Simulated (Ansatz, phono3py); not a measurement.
# Scattering channels in GaAs (F-43m), one at a time

Wanted: the sensitivity of κ of GaAs to the choices of the transport step.

Experimental results on record:
- thermal conductivity 45 W/m/K near room temperature (given in “Combining the AFLOW GIBBS and Elastic Libraries to efficiently and robustly screen thermo-mechanical properties of solids”, 2017, arXiv:1611.05714)

Program: Ansatz 0.2.0 and phono3py 4.10.0. Level of theory: DFT LDA, scalar-relativistic, plane waves, PAW; PAW set soft_1, in the first sound run; inputs show where later runs differ. Results are calculated unless marked as measured.

### Step 1. The structure

It takes space group F-43m (No. 216, cubic). The conventional cell has a = 5.603 Å, b = 5.603 Å, c = 5.603 Å, α = 90.00°, β = 90.00°, γ = 90.00°. Ga has 4 As at 2.43 Å nearest. As has 4 Ga at 2.43 Å nearest. Farther neighbours are not listed.

### Step 2. The earlier run that gave the force constants

File input.yaml:

```yaml
crystal:
  lattice:
    - [0.0, 2.8015628244, 2.8015628244]
    - [2.8015628244, 0.0, 2.8015628244]
    - [2.8015628244, 2.8015628244, 0.0]
  atoms:
    - { symbol: Ga, position: [0.0, 0.0, 0.0] }
    - { symbol: As, position: [0.25, 0.25, 0.25] }
kpoints:
  mp_grid: { grid: [12, 12, 12] }
hamiltonian:
  xc: lda
  pseudopotentials: { kind: paw, azcp: { folder: soft_1 }, xc_functional: pbe }
scf:
  occupations: { method: fixed }
  lower_state_search: "off"
output:
  eigenvalues: true
phonons:
  method: fd
  dielectric: true
  qmesh: [6, 6, 6]
  temperatures: { t_max: 1000, t_step: 50 }
  qpath:
    path:
      - [[0.0, 0.0, 0.0], [0.5, 0.0, 0.5], [0.5, 0.25, 0.75], [0.375, 0.375, 0.75], [0.0, 0.0, 0.0], [0.5, 0.5, 0.5], [0.625, 0.25, 0.625], [0.5, 0.25, 0.75], [0.5, 0.5, 0.5], [0.375, 0.375, 0.75]]
      - [[0.625, 0.25, 0.625], [0.5, 0.0, 0.5]]
    npoints: 10
  third_order: { supercell: [3, 3, 3], pair_cutoff: 4.796 }
  lattice_thermal_conductivity:
    qmesh: [19, 19, 19]
    temperatures: [100.0, 150.0, 200.0, 300.0, 400.0, 500.0, 600.0, 800.0]
    isotope_mass_variance:
      - { species: As, variance: 0.0 }
      - { species: Ga, variance: 0.0001971 }
```

Started as:

```console
ansatz run input.yaml --threads 18 --pin off --max-ram 92160MiB --backend cuda --events-out ev --progress --plain --runs-dir out --max-vram 78GiB
```

The job ended after 18 min (1 × NVIDIA GB200 with 18 threads of Arm Neoverse V2, shared host; peak memory 4.2 GiB; 3.4 h of CPU time).

Numbers from this step:

```yaml
highest_frequency: 285.5 cm⁻¹
kappa_at_300_k_relaxation_time: 42.51 W/m/K
kappa_at_300_k_full_solution: 44.48 W/m/K
dipole_term: run
third_order_blocks: 842
```

### Step 3. Relaxation-time solution

The base run: each mode relaxes on its own with natural isotopes, and rates are split into normal and umklapp parts.

This step: DFT LDA, scalar-relativistic, plane waves, PAW; PAW set soft_1; phono3py on Ansatz's force constants (phono3py 4.10.0).

File phono3py.yaml:

```yaml
phono3py:
  version: "4.10.0"
  frequency_unit_conversion_factor: 15.633302
  symmetry_tolerance: 1.00000e-05

physical_unit:
  atomic_mass: "AMU"
  length: "angstrom"

space_group:
  type: "F-43m"
  number: 216
  Hall_symbol: "F -4 2 3"

primitive_matrix:
- [  1.000000000000000,  0.000000000000000,  0.000000000000000 ]
- [  0.000000000000000,  1.000000000000000,  0.000000000000000 ]
- [  0.000000000000000,  0.000000000000000,  1.000000000000000 ]

supercell_matrix:
- [   3,   0,   0 ]
- [   0,   3,   0 ]
- [   0,   0,   3 ]

# [primitive_cell block left out]
unit_cell:
  lattice:
  - [     0.000000000000000,     2.801562824400000,     2.801562824400000 ] # a
  - [     2.801562824400000,     0.000000000000000,     2.801562824400000 ] # b
  - [     2.801562824400000,     2.801562824400000,     0.000000000000000 ] # c
  points:
  - symbol: Ga # 1
    coordinates: [  0.000000000000000,  0.000000000000000,  0.000000000000000 ]
    mass: 69.723000
    reduced_to: 1
  - symbol: As # 2
    coordinates: [  0.250000000000000,  0.250000000000000,  0.250000000000000 ]
    mass: 74.921595
    reduced_to: 2

# [supercell block left out]
phonon_supercell_matrix:
- [   6,   0,   0 ]
- [   0,   6,   0 ]
- [   0,   0,   6 ]

# [phonon_primitive_cell block left out]
# [phonon_supercell block left out]
nac:
  born_effective_charge:
  - # 1 (Ga)
    - [  2.060245985127337,  0.000000000000000,  0.000000000000000 ]
    - [  0.000000000000000,  2.060245985127337,  0.000000000000000 ]
    - [  0.000000000000000,  0.000000000000000,  2.060245985127337 ]
  - # 2 (As)
    - [ -2.060245985127337,  0.000000000000000,  0.000000000000000 ]
    - [  0.000000000000000, -2.060245985127337,  0.000000000000000 ]
    - [  0.000000000000000,  0.000000000000000, -2.060245985127337 ]
  dielectric_constant:
    - [ 13.968495729866419,  0.000000000000000,  0.000000000000000 ]
    - [  0.000000000000000, 13.968495729866415,  0.000000000000000 ]
    - [  0.000000000000000,  0.000000000000000, 13.968495729866415 ]
  unit_conversion_factor: 14.399645
```

Started as:

```console
phono3py phono3py.yaml --mesh 19 19 19 --br --isotope --nu --ts 100 150 200 300 400 500 600 800
```

Output:

```text
Rust backend (phonors) using rayon (8 threads).
Running in phono3py.load mode.
Spglib version 2.8.0
----------------------------- General settings -----------------------------
Run mode: conductivity-RTA
HDF5 data compression filter: gzip
Crystal structure was read from "phono3py.yaml".
Supercell (dim): [3 3 3]
Phonon supercell (dim-fc2): [6 6 6]
Primitive matrix:
  [1. 0. 0.]
  [0. 1. 0.]
  [0. 0. 1.]
Spacegroup: F-43m (216)
Use -v option to watch primitive cell, unit cell, and supercell structures.
NAC parameters were read from "phono3py.yaml".
fc3 was read from "fc3.hdf5".
fc2 was read from "fc2.hdf5".
----------------------------- Force constants ------------------------------
Max drift of fc3: -0.00000500 (xzy) -0.00000500 (xzy) -0.00000500 (xyz)
Max drift of fc2: -0.00003600 (yy) -0.00003600 (yy)
--------------------------- Calculation settings ---------------------------
Non-analytical term correction (NAC): True
NAC unit conversion factor:  14.39964
BZ integration: Tetrahedron-method
Temperature:  100.0  150.0  200.0  300.0  400.0 ... 800.0
Cutoff frequency: 0.01
Mesh sampling: [ 19 19 19 ]
Generating grid system ... [ 19 19 19 ]
fc3-r2q-transformation over three atoms: True
--------------------------- Phonon calculations ----------------------------
Use NAC by Gonze et al. (no real space sum in current implementation)
  PRB 50, 13035(R) (1994), PRB 55, 10355 (1997)
  G-cutoff distance: 1.18, Number of G-points: 307, Lambda: 0.46
Running harmonic phonon calculations...
-------------------- Lattice thermal conductivity (RTA) --------------------
Running heat capacity calculations...
Running velocity calculations...
Running isotope scattering calculations with tetrahedron method...
======================= Grid point 0 (1/220) =======================
q-point: ( 0.00  0.00  0.00)
Boundary mean free path (millimeter): 1000.000
Mass variance parameters: 1.97e-04 0.00e+00
Number of triplets: 220
Frequency     group velocity (x, y, z)     |gv|
  -0.010   (   0.000    0.000    0.000)    0.000
  -0.010   (   0.000    0.000    0.000)    0.000
  -0.010   (   0.000    0.000    0.000)    0.000
   8.058   (   0.000    0.000    0.000)    0.000
   8.058   (   0.000    0.000   -0.000)    0.000
   8.058   (   0.000    0.000   -0.000)    0.000
======================= Grid point 1 (2/220) =======================
q-point: ( 0.05  0.00  0.00)
Boundary mean free path (millimeter): 1000.000
Mass variance parameters: 1.97e-04 0.00e+00
Number of triplets: 670
Frequency     group velocity (x, y, z)     |gv|
   0.415   ( -14.428   14.428   14.428)   24.989
   0.415   ( -14.428   14.428   14.428)   24.989
   0.869   ( -30.576   30.576   30.576)   52.960
   8.043   (   1.037   -1.037   -1.037)    1.797
   8.043   (   1.037   -1.037   -1.037)    1.797
   8.554   (   0.940   -0.940   -0.940)    1.628
[217 grid points left out]
======================= Grid point 1647 (220/220) =======================
q-point: (-0.26  0.47  0.21)
Boundary mean free path (millimeter): 1000.000
Mass variance parameters: 1.97e-04 0.00e+00
Number of triplets: 1810
Frequency     group velocity (x, y, z)     |gv|
   2.876   (   4.995    2.717   -0.000)    5.686
   3.247   (  -1.781    2.057   -0.000)    2.720
   5.857   (   7.537   -4.491   -0.000)    8.773
   6.140   (  -8.138   -0.545    0.000)    8.156
   7.616   (  -0.022   -0.067    0.000)    0.071
   7.965   (  -0.652    0.637    0.000)    0.911
=================== End of collection of collisions ===================
----------- Thermal conductivity (W/m-k) with tetrahedron method -----------
#  T(K)        xx         yy         zz         yz         xz         xy
  100.0     172.764    172.764    172.764     -0.000      0.000      0.000
  150.0      94.877     94.877     94.877     -0.000      0.000      0.000
  200.0      66.323     66.323     66.323     -0.000      0.000      0.000
  300.0      42.141     42.141     42.141     -0.000      0.000      0.000
  400.0      31.134     31.134     31.134     -0.000      0.000      0.000
  500.0      24.757     24.757     24.757     -0.000      0.000      0.000
  600.0      20.574     20.574     20.574     -0.000      0.000      0.000
  800.0      15.398     15.398     15.398     -0.000      0.000      0.000

Thermal conductivity related properties were written into
"kappa-m191919.hdf5".
Summary of calculation was written in "phono3py.yaml".
```

The job ended after 17 s (8 threads of Intel Xeon 6975P-C (Granite Rapids), shared host; peak memory 0.1 GiB).

Numbers from this step:

| Item | Value |
| --- | --- |
| κ at 300 K | 42.14 W/m/K |
| κ xx, yy, zz at 300 K | 42.14, 42.14, 42.14 W/m/K |
| normal share of three-phonon scattering at 300 K | 0.473 |

W/m/K. Kappa, by row:

| T (K) | xx | yy | zz | yz | xz | xy |
| --- | --- | --- | --- | --- | --- | --- |
| 100 | 172.8 | 172.8 | 172.8 | 0 | 0 | 0 |
| 150 | 94.88 | 94.88 | 94.88 | 0 | 0 | 0 |
| 200 | 66.32 | 66.32 | 66.32 | 0 | 0 | 0 |
| 300 | 42.14 | 42.14 | 42.14 | 0 | 0 | 0 |
| 400 | 31.13 | 31.13 | 31.13 | 0 | 0 | 0 |
| 500 | 24.76 | 24.76 | 24.76 | 0 | 0 | 0 |
| 600 | 20.57 | 20.57 | 20.57 | 0 | 0 | 0 |
| 800 | 15.4 | 15.4 | 15.4 | 0 | 0 | 0 |

The lattice thermal conductivity, xx by temperature:

| temperature (K) | lattice thermal conductivity, xx (W/m/K) |
| --- | --- |
| 100 | 173 |
| 150 | 94.9 |
| 200 | 66.3 |
| 300 | 42.1 |
| 400 | 31.1 |
| 500 | 24.8 |
| 600 | 20.6 |
| 800 | 15.4 |

Mean scattering rate at 300 K against frequency:

| frequency (THz) | normal (1/ps) | umklapp (1/ps) |
| --- | --- | --- |
| 0.18 | - | - |
| 0.54 | 0.00168 | 2.0e-4 |
| 0.89 | 0.00268 | 7.7e-4 |
| 1.25 | 0.00392 | 0.00235 |
| 1.61 | 0.00577 | 0.00404 |
| 1.96 | 0.011 | 0.0125 |
| 2.32 | 0.0223 | 0.0326 |
| 2.68 | 0.0243 | 0.0314 |
| 3.03 | 0.0195 | 0.0252 |
| 3.39 | 0.0175 | 0.0233 |
| 3.75 | 0.0333 | 0.0141 |
| 4.11 | 0.046 | 0.0356 |
| 4.46 | 0.0794 | 0.0984 |
| 4.82 | 0.132 | 0.159 |
| 5.18 | 0.25 | 0.302 |
| 5.53 | 0.279 | 0.371 |
| 5.89 | 0.161 | 0.158 |
| 6.25 | 0.0684 | 0.0612 |
| 6.61 | 0.0309 | 0.0421 |
| 6.96 | 0.0344 | 0.0369 |
| 7.32 | 0.0705 | 0.0642 |
| 7.68 | 0.162 | 0.183 |
| 8.03 | 0.123 | 0.128 |
| 8.39 | 0.162 | 0.136 |

The base value at 300 K is 42.1 W/(m K).

The lattice thermal conductivity, xx is 42.1 W/m/K at 300 K, going as T^-1.1 above 200 K.

### Step 4. Two programs, one set of constants

This step: DFT LDA, scalar-relativistic, plane waves, PAW; PAW set soft_1 (Ansatz 0.2.0).

Ansatz's figure includes its coherence part. Comparison, by row:

| T (K) | Ansatz RTA (W/m/K) | phono3py RTA (W/m/K) | difference (%) |
| --- | --- | --- | --- |
| 100 | 174.4 | 172.8 | -0.92 |
| 150 | 95.71 | 94.88 | -0.87 |
| 200 | 66.9 | 66.32 | -0.87 |
| 300 | 42.51 | 42.14 | -0.87 |
| 400 | 31.42 | 31.13 | -0.92 |
| 500 | 25 | 24.76 | -0.96 |
| 600 | 20.79 | 20.57 | -1.06 |
| 800 | 15.58 | 15.4 | -1.16 |

### Step 5. Without isotopes, third order supercell 3×3×3, supercell 6×6×6

Leaving out the isotope term shows how much the natural mass disorder scatters.

This step: DFT LDA, scalar-relativistic, plane waves, PAW; PAW set soft_1; phono3py on Ansatz's force constants (phono3py 4.10.0).

phono3py.yaml is that of step 3.

Started as:

```console
phono3py phono3py.yaml --mesh 19 19 19 --br --ts 100 150 200 300 400 500 600 800
```

Output:

```text
[banner, memory and clock lines left out]
Rust backend (phonors) using rayon (8 threads).
Running in phono3py.load mode.
Spglib version 2.8.0
----------------------------- General settings -----------------------------
Run mode: conductivity-RTA
HDF5 data compression filter: gzip
Crystal structure was read from "phono3py.yaml".
Supercell (dim): [3 3 3]
Phonon supercell (dim-fc2): [6 6 6]
Primitive matrix:
  [1. 0. 0.]
  [0. 1. 0.]
  [0. 0. 1.]
Spacegroup: F-43m (216)
Use -v option to watch primitive cell, unit cell, and supercell structures.
NAC parameters were read from "phono3py.yaml".
fc3 was read from "fc3.hdf5".
fc2 was read from "fc2.hdf5".
----------------------------- Force constants ------------------------------
Max drift of fc3: -0.00000500 (xzy) -0.00000500 (xzy) -0.00000500 (xyz)
Max drift of fc2: -0.00003600 (yy) -0.00003600 (yy)
--------------------------- Calculation settings ---------------------------
Non-analytical term correction (NAC): True
NAC unit conversion factor:  14.39964
BZ integration: Tetrahedron-method
Temperature:  100.0  150.0  200.0  300.0  400.0 ... 800.0
Cutoff frequency: 0.01
Mesh sampling: [ 19 19 19 ]
Generating grid system ... [ 19 19 19 ]
fc3-r2q-transformation over three atoms: True
--------------------------- Phonon calculations ----------------------------
  PRB 50, 13035(R) (1994), PRB 55, 10355 (1997)
  G-cutoff distance: 1.18, Number of G-points: 307, Lambda: 0.46
Running harmonic phonon calculations...
-------------------- Lattice thermal conductivity (RTA) --------------------
Running heat capacity calculations...
Running velocity calculations...
======================= Grid point 0 (1/220) =======================
q-point: ( 0.00  0.00  0.00)
Boundary mean free path (millimeter): 1000.000
Number of triplets: 220
Frequency     group velocity (x, y, z)     |gv|
  -0.010   (   0.000    0.000    0.000)    0.000
  -0.010   (   0.000    0.000    0.000)    0.000
  -0.010   (   0.000    0.000    0.000)    0.000
   8.058   (   0.000    0.000    0.000)    0.000
   8.058   (   0.000    0.000   -0.000)    0.000
   8.058   (   0.000    0.000   -0.000)    0.000
======================= Grid point 1 (2/220) =======================
q-point: ( 0.05  0.00  0.00)
Boundary mean free path (millimeter): 1000.000
Number of triplets: 670
Frequency     group velocity (x, y, z)     |gv|
   0.415   ( -14.428   14.428   14.428)   24.989
   0.415   ( -14.428   14.428   14.428)   24.989
   0.869   ( -30.576   30.576   30.576)   52.960
   8.043   (   1.037   -1.037   -1.037)    1.797
   8.043   (   1.037   -1.037   -1.037)    1.797
   8.554   (   0.940   -0.940   -0.940)    1.628
[217 grid points left out]
======================= Grid point 1647 (220/220) =======================
q-point: (-0.26  0.47  0.21)
Boundary mean free path (millimeter): 1000.000
Number of triplets: 1810
Frequency     group velocity (x, y, z)     |gv|
   2.876   (   4.995    2.717   -0.000)    5.686
   3.247   (  -1.781    2.057   -0.000)    2.720
   5.857   (   7.537   -4.491   -0.000)    8.773
   6.140   (  -8.138   -0.545    0.000)    8.156
   7.616   (  -0.022   -0.067    0.000)    0.071
   7.965   (  -0.652    0.637    0.000)    0.911
=================== End of collection of collisions ===================
----------- Thermal conductivity (W/m-k) with tetrahedron method -----------
#  T(K)        xx         yy         zz         yz         xz         xy
  100.0     191.249    191.249    191.249     -0.000      0.000      0.000
  150.0     100.501    100.501    100.501     -0.000      0.000      0.000
  200.0      69.120     69.120     69.120     -0.000      0.000      0.000
  300.0      43.297     43.297     43.297     -0.000      0.000      0.000
  400.0      31.773     31.773     31.773     -0.000      0.000      0.000
  500.0      25.164     25.164     25.164     -0.000      0.000      0.000
  600.0      20.855     20.855     20.855     -0.000      0.000      0.000
  800.0      15.557     15.557     15.557     -0.000      0.000      0.000

Thermal conductivity related properties were written into
"kappa-m191919.hdf5".
Summary of calculation was written in "phono3py.yaml".
```

Wall time 15 s (8 threads); peak memory 0.1 GiB; 1.7 min of CPU time.

Numbers from this step:

* κ at 300 K: 43.3 W/m/K
* κ xx, yy, zz at 300 K: 43.3, 43.3, 43.3 W/m/K

W/m/K. Kappa, by row:

| T (K) | xx | yy | zz | yz | xz | xy |
| --- | --- | --- | --- | --- | --- | --- |
| 100 | 191.2 | 191.2 | 191.2 | 0 | 0 | 0 |
| 150 | 100.5 | 100.5 | 100.5 | 0 | 0 | 0 |
| 200 | 69.12 | 69.12 | 69.12 | 0 | 0 | 0 |
| 300 | 43.3 | 43.3 | 43.3 | 0 | 0 | 0 |
| 400 | 31.77 | 31.77 | 31.77 | 0 | 0 | 0 |
| 500 | 25.16 | 25.16 | 25.16 | 0 | 0 | 0 |
| 600 | 20.86 | 20.86 | 20.86 | 0 | 0 | 0 |
| 800 | 15.56 | 15.56 | 15.56 | 0 | 0 | 0 |

κ at 300 K goes from 42.1 in the base run to 43.3 W/(m K).

### Step 6. Another q-mesh, third order supercell 3×3×3, supercell 6×6×6

The q-mesh of the transport sums changes, with the same scattering terms.

phono3py.yaml is that of step 5.

Started as:

```console
phono3py phono3py.yaml --mesh 5 5 5 --br --isotope --ts 100 300 600
```

Output:

```text
[banner, memory and clock lines left out]
Rust backend (phonors) using rayon (8 threads).
Running in phono3py.load mode.
Spglib version 2.8.0
----------------------------- General settings -----------------------------
Run mode: conductivity-RTA
HDF5 data compression filter: gzip
Crystal structure was read from "phono3py.yaml".
Supercell (dim): [3 3 3]
Phonon supercell (dim-fc2): [6 6 6]
Primitive matrix:
  [1. 0. 0.]
  [0. 1. 0.]
  [0. 0. 1.]
Spacegroup: F-43m (216)
Use -v option to watch primitive cell, unit cell, and supercell structures.
NAC parameters were read from "phono3py.yaml".
fc3 was read from "fc3.hdf5".
fc2 was read from "fc2.hdf5".
----------------------------- Force constants ------------------------------
Max drift of fc3: -0.00000500 (xzy) -0.00000500 (xzy) -0.00000500 (xyz)
Max drift of fc2: -0.00003600 (yy) -0.00003600 (yy)
--------------------------- Calculation settings ---------------------------
Non-analytical term correction (NAC): True
NAC unit conversion factor:  14.39964
BZ integration: Tetrahedron-method
Temperature:  100.0  300.0  600.0
Cutoff frequency: 0.01
Mesh sampling: [ 5 5 5 ]
Generating grid system ... [ 5 5 5 ]
fc3-r2q-transformation over three atoms: True
--------------------------- Phonon calculations ----------------------------
  PRB 50, 13035(R) (1994), PRB 55, 10355 (1997)
  G-cutoff distance: 1.18, Number of G-points: 307, Lambda: 0.46
Running harmonic phonon calculations...
-------------------- Lattice thermal conductivity (RTA) --------------------
Running heat capacity calculations...
Running velocity calculations...
Running isotope scattering calculations with tetrahedron method...
======================= Grid point 0 (1/10) =======================
q-point: ( 0.00  0.00  0.00)
Boundary mean free path (millimeter): 1000.000
Mass variance parameters: 1.97e-04 0.00e+00
Number of triplets: 10
Frequency     group velocity (x, y, z)     |gv|
  -0.010   (   0.000    0.000    0.000)    0.000
  -0.010   (   0.000    0.000    0.000)    0.000
  -0.010   (   0.000    0.000    0.000)    0.000
   8.058   (   0.000    0.000    0.000)    0.000
   8.058   (   0.000    0.000   -0.000)    0.000
   8.058   (   0.000    0.000   -0.000)    0.000
======================= Grid point 1 (2/10) =======================
q-point: ( 0.20  0.00  0.00)
Boundary mean free path (millimeter): 1000.000
Mass variance parameters: 1.97e-04 0.00e+00
Number of triplets: 19
Frequency     group velocity (x, y, z)     |gv|
   1.351   (  -8.219    8.219    8.219)   14.235
   1.351   (  -8.219    8.219    8.219)   14.235
   3.155   ( -27.074   27.074   27.074)   46.893
   7.910   (   1.598   -1.598   -1.598)    2.768
   7.910   (   1.598   -1.598   -1.598)    2.768
   8.325   (   5.247   -5.247   -5.247)    9.089
[7 grid points left out]
======================= Grid point 40 (10/10) =======================
q-point: ( 0.60  0.40  0.20)
Boundary mean free path (millimeter): 1000.000
Mass variance parameters: 1.97e-04 0.00e+00
Number of triplets: 39
Frequency     group velocity (x, y, z)     |gv|
   2.718   (  -0.000    1.689    6.671)    6.881
   3.138   (  -0.000   10.918    2.265)   11.150
   5.417   (   0.000    1.932   17.898)   18.002
   6.653   (  -0.000  -13.451  -13.827)   19.290
   7.617   (   0.000    0.143   -0.390)    0.415
   7.972   (  -0.000    2.627   -1.736)    3.149
=================== End of collection of collisions ===================
----------- Thermal conductivity (W/m-k) with tetrahedron method -----------
#  T(K)        xx         yy         zz         yz         xz         xy
  100.0      80.704     80.704     80.704     -0.000      0.000      0.000
  300.0      23.226     23.226     23.226     -0.000      0.000      0.000
  600.0      11.562     11.562     11.562     -0.000      0.000      0.000

Thermal conductivity related properties were written into
"kappa-m555.hdf5".
Summary of calculation was written in "phono3py.yaml".
```

It took 1.4 s on 8 threads; peak memory 0.1 GiB.

This step gave:

```
κ at 300 K            : 23.23 W/m/K
κ xx, yy, zz at 300 K : 23.23, 23.23, 23.23 W/m/K
```

W/m/K. Kappa, by row:

| T (K) | xx | yy | zz | yz | xz | xy |
| --- | --- | --- | --- | --- | --- | --- |
| 100 | 80.7 | 80.7 | 80.7 | 0 | 0 | 0 |
| 300 | 23.23 | 23.23 | 23.23 | 0 | 0 | 0 |
| 600 | 11.56 | 11.56 | 11.56 | 0 | 0 | 0 |

This mesh is too coarse for the transport sums: κ at 300 K comes out at 23.2 against 42.1 W/(m K) in the base run.

[end of part 1 of 5]

[Logs are printed without paths, hosts, clocks, repeated set-up lines and the standing remarks that a program may print on its own settings, such as how far it seeks lower states.]

[Hosts, paths, dates, database ids (printed as entryN), source tags and the programs' standing remarks are cut or masked in the printed files.]

[A step with changed settings may run another functional than the one named; its input shows which.]
